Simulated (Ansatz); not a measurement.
# Rb2NaI3: complex band structure, part 2 of 3

Wanted: the relaxed cell of Rb2NaI3, its band edges and its decay constants. It is built by putting I for Cl, Rb for K in the K2NaCl3 structure of space group P-3m1, with the volume rescaled by atomic radii. The parent structure comes from the Materials Project.

Ansatz 0.2.0; PBE DFT, plane waves, PAW files (the session's first sound run).

So far. Step 2 (Relaxing the new crystal): The largest force component on a free atom ends at 9.5e-4 eV/Å.

The structure was built from a prototype and need not be the compound's stable phase.

## (3) The bulk crystal and its band edges

The energy window and the wavevectors of the next steps follow from the band edges, so these are searched first, off the mesh as well.

The input, input.yaml:

```yaml
crystal:
  lattice:
    - [5.0349631039, 0.0, 0.0]
    - [-2.5174815519, 4.3604059551, 0.0]
    - [0.0, 0.0, 12.5735529963]
  atoms:
    - { symbol: Rb, position: [0.3333333333, 0.6666666667, 0.6808009666] }
    - { symbol: Rb, position: [0.6666666667, 0.3333333333, 0.3191990334] }
    - { symbol: Na, position: [0.0, 0.0, 0.0] }
    - { symbol: I, position: [0.3333333333, 0.6666666667, 0.1374509014] }
    - { symbol: I, position: [0.6666666667, 0.3333333333, 0.8625490986] }
    - { symbol: I, position: [0.0, 0.0, 0.5] }
kpoints:
  mp_grid: { grid: [6, 6, 2] }
  band_path: { path: [VBM, CBM], npoints: 30 }
scf:
  occupations: { method: fixed }
hamiltonian:
  xc: pbe
output:
  eigenvalues: true
  write_potential: true
  write_density: true
  volumetric_format: npy
  elf: true
```

Command:

```console
$ ansatz run input.yaml --threads 2 --pin off --max-ram 4096MiB --backend cpu --events-out ev --progress --plain --runs-dir out
```

Numbers of over 12 decimals in the logs are rounded to 6 here.

The program printed:

```text
[...]
Crystal: 6 atoms, lattice volume = 276.046 Å³
Basis set: ecut = 420 eV, 5437 PW (Γ)
Bands: 47, of which v1, the nominal top of the filled ones, is band 39 counted from 1 (38 counted from 0)
Symmetry: 12 space group operations
[...]
k-points: 14 of 72
[...]
SCF iter   1: F=—  HF=-30568.361990 eV  |F-HF|=—  |Δ(HF+E_count)|=         —  Δρ=4.47e-4  dr2=3.86e-3  ethr=1.77e-3  ⟨swp⟩=5.9  Hψ=2151  notcnv=0  defer=77
[...]
SCF iter   6: F=-30568.360439 eV  HF=-30568.360439 eV  |F-HF|=2.40e-8  |Δ(HF+E_count)|=   3.49e-7  Δρ=4.69e-6  dr2=7.78e-8  ethr=1.28e-10  ⟨swp⟩=18.1  Hψ=4024  notcnv=0
SCF 1 converged in 6 iterations: F = -30568.360439 eV  dr2 = 7.78e-8
[...]
NSCF: frozen V_eff on 34 k-points
[...]
SCF converged after 6 iterations
Free energy (F): -30568.360439 eV
[...]
Internal energy: -30568.360439 eV  (E = F + TS)
E sigma→0 (E₀):  -30568.360439 eV
Fermi energy:    2.128907 eV
[...]
--- Band table (eV; the first three rows and the last of 14) ---
  k-point 0: bands = [... 35 lower, 1.8970, 2.0951, 2.0951, 2.1289, 5.7265, 7.2002, 7.3303, 8.0740, ... 4 higher]
  k-point 1: bands = [... 35 lower, 2.0064, 2.0064, 2.0307, 2.0307, 6.2511, 6.4632, 7.4533, 7.8848, ... 4 higher]
  k-point 2: bands = [... 35 lower, 1.8233, 1.8746, 2.0513, 2.0774, 6.2998, 7.4531, 7.6234, 7.9694, ... 4 higher]
  k-point 13: bands = [... 35 lower, 1.4970, 1.5733, 1.8847, 1.8847, 7.9927, 8.0601, 8.2810, 8.2810, ... 4 higher]
```

Elapsed: 19 s, on 2 threads of Arm Neoverse V2, shared host; peak memory 0.59 GiB.

Numbers from this step:

| Property | Result |
| --- | --- |
| Fermi energy | 2.129 eV |
| gap on the k-mesh | 3.598 eV |
| gap on path | 3.598 eV, by band count; negative where bands overlap |
| direct gap on path | 3.598 eV |
| edge places on path | 0, 0 1/A along the path |

Levels at VBM (eV): -1.19, -0.96, -0.29, -0.29, -0.23, -0.23, -0.03, -0.03, 0.00, 3.60, 5.07, 5.20, 5.95, 6.13, 6.52, 6.52, 7.02.

Electrostatic potential energy in the ac plane at fractional y = 0.000, with atoms of Na and I within 0.2 Å of it. With pseudopotentials it is smooth inside the atoms' cores, unlike the true potential.

Values in eV, 24 rows by 14 columns, each cell a mean:
```
-16 -13  -2   4   6   7   8   8   8   7   5   2  -7 -15
 -3   0   3   6   7   7   7   7   7   7   6   5   2  -2
  5   5   6   7   7   7   6   6   6   7   7   7   6   5
  7   7   7   7   7   7   6   6   6   7   7   7   7   7
  7   8   8   8   7   7   6   6   7   7   7   8   8   7
  7   7   7   7   7   6   6   6   6   7   7   7   7   7
  7   7   7   7   6   5   5   5   5   6   6   7   7   7
  7   7   7   6   6   5   4   4   4   5   6   7   7   7
  7   7   7   7   6   5   5   5   5   6   6   7   7   7
 -1   1   5   6   7   6   6   6   6   7   7   6   3   0
-10 -13  -7   3   7   7   7   7   7   7   6  -1 -11 -12
  7  -1 -13  -2   6   8   8   8   8   7   4  -9 -11   6
  3  -6 -13   0   6   7   8   8   8   7   4  -6 -13   0
-12  -9  -1   5   7   7   7   7   7   7   6   3  -5 -11
  4   5   6   7   7   6   6   5   6   6   7   7   6   4
  7   7   7   7   6   5   4   4   5   5   6   7   7   7
  7   7   7   6   6   5   4   4   4   5   6   7   7   7
  7   7   7   7   6   6   5   5   6   6   7   7   7   7
  7   7   7   7   7   7   6   6   6   7   7   7   7   7
  7   7   8   8   7   7   6   6   6   7   7   8   8   7
  6   7   7   7   7   7   6   6   6   7   7   7   7   7
  3   4   5   6   7   7   7   6   7   7   7   6   5   4
-10  -5   2   5   7   7   8   8   7   7   6   4  -1  -8
-16 -15  -4   3   6   7   8   8   8   7   5   1 -10 -16
```
Columns run along a (5.0 Å; values clipped at the 3rd and 97th percentile), rows up along c (12.6 Å). Atoms in or near the plane, at fractional coordinates: Na at (0.00, 0.00), I at (0.00, 0.50).

ELF in the ac plane at fractional y = 0.000, with atoms of Na and I within 0.2 Å of it. It is the smooth field of the valence electrons, not physical close to the nuclei.

Ten even steps from '_' (0.00) to '@' (0.77), each cell a mean:
```
**##--____..........____++##
--..__..==**######++::____::
______==##@@@@@@@@%%**::____
____..==##@@@@@@@@%%**::____
______::++**####**++==..____
__________..........________
____________________________
::..________::::..______..::
%%##++..____....______--**%%
@@@@@@##--________..++%%@@@@
**##@@@@%%--____..++@@@@%%##
====##@@@@++____::##@@%%**--
--++%%@@@@++____::##@@@@##==
%%%%@@@@**..______--%%@@@@%%
@@@@%%++..__________::##@@@@
**++::______::::..____..==**
____________..::..__________
____________________________
______..::::----::::..______
____..--**%%%%%%%%##++::____
____..==##@@@@@@@@%%**--____
______::**%%@@@@%%##++..____
**==..__::==++++++--..__::++
==##==________________..****
```
Columns run along a (5.0 Å), rows up along c (12.6 Å). Atoms in or near the plane, at fractional coordinates: Na at (0.00, 0.00), I at (0.00, 0.50).

Valence density in the ac plane at fractional y = 0.000, with atoms of Na and I within 0.2 Å of it. It is the smooth field of the valence electrons, not physical close to the nuclei.

Ten steps, logarithmic in the rise over the least value, from '0' (0 e/Å³) to '9' (15 e/Å³), each cell a mean:
```
86200000000048
21000000000002
00000111100000
00000111110000
00000011100000
00000000000000
00000000000000
00000000000000
00000000000000
22110000000122
65321000001245
98421000002369
97421000001358
43210000001234
11100000000011
00000000000000
00000000000000
00000000000000
00000000000000
00000111100000
00000111110000
00000111100000
53100000000014
97300000000159
```
Columns run along a (5.0 Å), rows up along c (12.6 Å). Atoms in or near the plane, at fractional coordinates: Na at (0.00, 0.00), I at (0.00, 0.50).

The searched edges give 3.60 eV, as on the mesh.

## (4) Decaying states in the gap

This step: PBE DFT, plane waves, PAW files; complex bands by layer matching along the plane's normal (Ansatz 0.2.0).

The same crystal is laid in a cell whose first two vectors span the (001) plane (indices of the standard conventional cell, whose axes can be ordered otherwise than in the bulk input). At fixed energy and wavevector in the plane the solver finds all kz, real and complex. A few wavevectors are listed, (0, 0) and (0.5, 0) in units of the plane's reciprocal vectors; the slowest state needn't be among them.

The input, input.yaml:

```yaml
crystal:
  lattice:
    - [5.034963104, 0.0, 0.0]
    - [2.517481552, 4.360405955, 0.0]
    - [0.0, 0.0, 12.573552996]
  atoms:
    - { symbol: Rb, position: [0.6666666667, 0.6666666667, 0.6808009666] }
    - { symbol: Rb, position: [0.3333333333, 0.3333333333, 0.3191990334] }
    - { symbol: Na, position: [0.0, 0.0, 0.0] }
    - { symbol: I, position: [0.6666666667, 0.6666666667, 0.1374509014] }
    - { symbol: I, position: [0.3333333333, 0.3333333333, 0.8625490986] }
    - { symbol: I, position: [0.0, 0.0, 0.5] }
kpoints:
  mp_grid: { grid: [6, 6, 2] }
scf:
  occupations: { method: fixed }
hamiltonian:
  xc: pbe
output:
  eigenvalues: true
  transmission:
    leads: [[0, 0]]
    kpoints: [[0.0, 0.0], [0.5, 0.0]]
    e_range: [-1.0, 4.6]
    de: 0.09
```

The program printed:

```text
[...]
Crystal: 6 atoms, lattice volume = 276.046 Å³
Basis set: ecut = 420 eV, 5437 PW (Γ)
Bands: 47, of which v1, the nominal top of the filled ones, is band 39 counted from 1 (38 counted from 0)
Symmetry: 12 space group operations
[...]
k-points: 14 of 72
[...]
SCF iter   1: F=—  HF=-30568.362746 eV  |F-HF|=—  |Δ(HF+E_count)|=         —  Δρ=4.95e-4  dr2=3.86e-3  ethr=1.77e-3  ⟨swp⟩=5.9  Hψ=2148  notcnv=0  defer=77
[...]
SCF iter   6: F=-30568.360439 eV  HF=-30568.360439 eV  |F-HF|=6.40e-9  |Δ(HF+E_count)|=   3.84e-7  Δρ=4.70e-6  dr2=7.04e-8  ethr=1.28e-10  ⟨swp⟩=18.2  Hψ=4044  notcnv=0
SCF 1 converged in 6 iterations: F = -30568.360439 eV  dr2 = 7.04e-8
[...]
transmission: 19 of 38 steps passed
transmission: 38 of 38 steps passed
SCF converged after 6 iterations
Free energy (F): -30568.360439 eV
[...]
Internal energy: -30568.360439 eV  (E = F + TS)
E sigma→0 (E₀):  -30568.360439 eV
Fermi energy:    2.128905 eV
[...]
--- Band table (eV; the first three rows and the last of 14) ---
  k-point 0: bands = [... 35 lower, 1.8970, 2.0951, 2.0951, 2.1289, 5.7265, 7.2002, 7.3303, 8.0740, ... 4 higher]
  k-point 1: bands = [... 35 lower, 2.0064, 2.0064, 2.0307, 2.0307, 6.2511, 6.4632, 7.4533, 7.8848, ... 4 higher]
  k-point 2: bands = [... 35 lower, 1.8233, 1.8746, 2.0513, 2.0774, 6.2998, 7.4531, 7.6234, 7.9694, ... 4 higher]
  k-point 13: bands = [... 35 lower, 1.4970, 1.5733, 1.8847, 1.8847, 7.9927, 8.0601, 8.2810, 8.2810, ... 4 higher]
--- Transmission ---
  basis      : 199 plane waves across, 19 finite elements along
  points     : 2, as listed
  energies   : 63 from -1.000000 to 4.580000 eV about the Fermi level, 0.090000 eV apart; the leads are filled to 1.798791 eV, and channels, transmission and decay are at 1.790000 eV
  crystal 0  : I3Na1Rb2, at the sites [0, 0], period 12.5736 Å: whole cells are its period
    offset         : up to 0.0000 Å between an atom of the period and one for which it stands
    channels       : 0.000000e0 a spin
    conductance    : none, the energies end too early or step too widely for 300 K: set another output.transmission.e_range or a lower de, or, where they end at an eighth of basis.ecutwfc, a higher one
    slowest decay  : 0.2912 /Å at (0.0000, 0.0000)
```

Run time: 39 s. Hardware: 2 threads; peak memory 0.97 GiB.

Numbers from this step:

* level to which the leads are filled: 1.799 eV from the Fermi level
* decay constant at the filling level, zone centre: 0.2912 Å⁻¹
* decay constant at the filling level, slowest listed point: 0.2912 Å⁻¹

K parallel (0, 0); values up to 1.433 1/Å, a degenerate pair printed once or twice; energies at which all values exceed this have no row. Table of Im kz of the slowest decaying states by energy, zero at the highest filled level on the SCF mesh:

```tsv
energy (eV)	decay 1 (Å⁻¹)	decay 2 (Å⁻¹)	decay 3 (Å⁻¹)	decay 4 (Å⁻¹)
-1.00	0.0427	0.626	1.10	1.24
-0.73	0.512	1.08	1.22	-
-0.46	0.0713	0.317	1.06	1.20
-0.19	1.04	1.17	-	-
-0.01	0.131	1.03	1.16	-
0.08	0.103	0.270	1.02	1.15
0.44	0.214	0.470	0.996	1.12
0.71	0.252	0.539	0.975	1.09
0.98	0.275	0.584	0.954	1.06
1.25	0.287	0.614	0.931	1.04
1.52	0.292	0.635	0.909	1.01
1.79	0.291	0.648	0.885	0.980
2.06	0.284	0.656	0.861	0.951
2.33	0.271	0.660	0.835	0.922
2.60	0.252	0.659	0.809	0.892
2.87	0.224	0.655	0.781	0.861
3.14	0.185	0.647	0.752	0.830
3.50	0.0898	0.631	0.710	0.787
3.77	0.616	0.677	0.754	-
4.04	0.596	0.640	0.720	-
4.31	0.0160	0.574	0.600	0.685
4.58	0.548	0.555	0.647	-
```

K parallel (0.5, 0); values up to 1.433 1/Å, a degenerate pair printed once or twice; energies at which all values exceed this have no row. Table of Im kz of the slowest decaying states by energy, zero at the highest filled level on the SCF mesh:

```tsv
energy (eV)	decay 1 (Å⁻¹)	decay 2 (Å⁻¹)	decay 3 (Å⁻¹)	decay 4 (Å⁻¹)
-1.0000	0.103	0.594	0.660	0.661
-0.7300	0.185	0.392	0.435	0.824
-0.4600	0.227	0.385	0.846	1.38
-0.2800	0.124	0.141	0.292	0.849
-0.0100	0.271	0.403	0.442	0.843
0.2600	0.331	0.511	0.541	0.832
0.5300	0.369	0.544	0.618	0.818
0.7100	0.387	0.558	0.654	0.807
0.9800	0.406	0.570	0.696	0.788
1.2500	0.419	0.576	0.726	0.767
1.5200	0.426	0.577	0.745	0.748
1.7900	0.429	0.574	0.721	0.765
1.9700	0.429	0.570	0.704	0.773
2.2400	0.425	0.562	0.678	0.782
2.5100	0.418	0.551	0.649	0.788
2.7800	0.407	0.537	0.618	0.790
2.9600	0.398	0.527	0.597	0.789
3.2300	0.382	0.508	0.562	0.786
3.5000	0.362	0.487	0.524	0.780
3.7700	0.336	0.463	0.481	0.771
4.0400	0.304	0.434	0.434	0.759
4.2200	0.278	0.398	0.412	0.749
4.4900	0.226	0.336	0.374	0.733
```

At the listed wavevectors the last open channel is at -0.01 eV and the next at +3.68 eV on the grid. At +1.79 eV, the grid energy nearest the filling level (the middle of the gap on the SCF mesh), the slowest state at the listed wavevectors decays with κ = 0.291 Å⁻¹, its amplitude falling by e over 3.4 Å. Through 1 nm of this crystal that state's transmission falls by exp(−2 × 0.291 Å⁻¹ × 10 Å) = 0.0030.

## (5) Band edges at another level, cutoff 1197.3 eV

This step: PBE DFT, plane waves, norm-conserving files (Ansatz 0.2.0).

The edges again with norm-conserving files, at the same atoms. Against that run the cutoff is 1197 eV against 420.

The input, input.yaml:

```yaml
crystal:
  lattice:
    - [5.0349631039, 0.0, 0.0]
    - [-2.5174815519, 4.3604059551, 0.0]
    - [0.0, 0.0, 12.5735529963]
  atoms:
    - { symbol: Rb, position: [0.3333333333, 0.6666666667, 0.6808009666] }
    - { symbol: Rb, position: [0.6666666667, 0.3333333333, 0.3191990334] }
    - { symbol: Na, position: [0.0, 0.0, 0.0] }
    - { symbol: I, position: [0.3333333333, 0.6666666667, 0.1374509014] }
    - { symbol: I, position: [0.6666666667, 0.3333333333, 0.8625490986] }
    - { symbol: I, position: [0.0, 0.0, 0.5] }
kpoints:
  mp_grid: { grid: [6, 6, 2] }
  band_path: { path: [VBM, CBM], npoints: 30 }
scf:
  occupations: { method: fixed }
hamiltonian:
  xc: pbe
  pseudopotentials: { kind: nc }
output:
  eigenvalues: true
```

The program printed:

```text
[...]
Crystal: 6 atoms, lattice volume = 276.046 Å³
Basis set: ecut = 1197.300995 eV, 26105 PW (Γ)
Bands: 30, of which v1, the nominal top of the filled ones, is band 24 counted from 1 (23 counted from 0)
Symmetry: 12 space group operations
[...]
k-points: 14 of 72
[...]
SCF iter   1: F=—  HF=-3778.909329 eV  |F-HF|=—  |Δ(HF+E_count)|=         —  Δρ=2.85e-2  dr2=3.56e0  ethr=3.10e-3  ⟨swp⟩=7.3  Hψ=1826  notcnv=0  defer=48
[...]
SCF iter   8: F=-3777.455041 eV  HF=-3777.455041 eV  |F-HF|=2.66e-8  |Δ(HF+E_count)|=   1.14e-6  Δρ=2.56e-6  dr2=3.15e-8  ethr=2.08e-10  ⟨swp⟩=19.8  Hψ=3201  notcnv=0
SCF 1 converged in 8 iterations: F = -3777.455041 eV  dr2 = 3.15e-8
[...]
SCF converged after 8 iterations
Free energy (F): -3777.455041 eV
[...]
Internal energy: -3777.455041 eV  (E = F + TS)
E sigma→0 (E₀):  -3777.455041 eV
Fermi energy:    1.269638 eV
[...]
--- Band table (eV; the first three rows and the last of 14) ---
  k-point 0: bands = [... 20 lower, 1.0372, 1.2357, 1.2357, 1.2696, 4.8642, 6.3384, 6.4686, 7.2138, ... 2 higher]
  k-point 1: bands = [... 20 lower, 1.1469, 1.1469, 1.1712, 1.1712, 5.3895, 5.6014, 6.5915, 7.0240, ... 2 higher]
  k-point 2: bands = [... 20 lower, 0.9634, 1.0148, 1.1918, 1.2179, 5.4380, 6.5918, 6.7621, 7.1090, ... 2 higher]
  k-point 13: bands = [... 20 lower, 0.6365, 0.7135, 1.0248, 1.0248, 7.1336, 7.1993, 7.4202, 7.4202, ... 2 higher]
```

Run time: 66 s. Hardware: 2 threads; peak memory 1.2 GiB.

This step gave:

| Item | Value |
| --- | --- |
| free energy | -3777.4550 eV |
| Fermi energy | 1.270 eV |
| gap on the k-mesh | 3.595 eV |
| gap on path | 3.595 eV, by band count; negative where bands overlap |
| direct gap on path | 3.595 eV |

Levels at VBM (eV): -1.19, -0.97, -0.29, -0.29, -0.23, -0.23, -0.03, -0.03, 0.00, 3.59, 5.07, 5.20, 5.94, 6.13, 6.52.

The searched edges give 3.59 eV, as on the mesh.

(Continued in part 3 of 3.)

[Logs are printed without paths, hosts, clocks, repeated set-up lines and the standing remarks that a program may print on its own settings, such as how far it seeks lower states.]

[Hosts, paths, dates, database ids (printed as entryN), source tags and the programs' standing remarks are cut or masked in the printed files.]
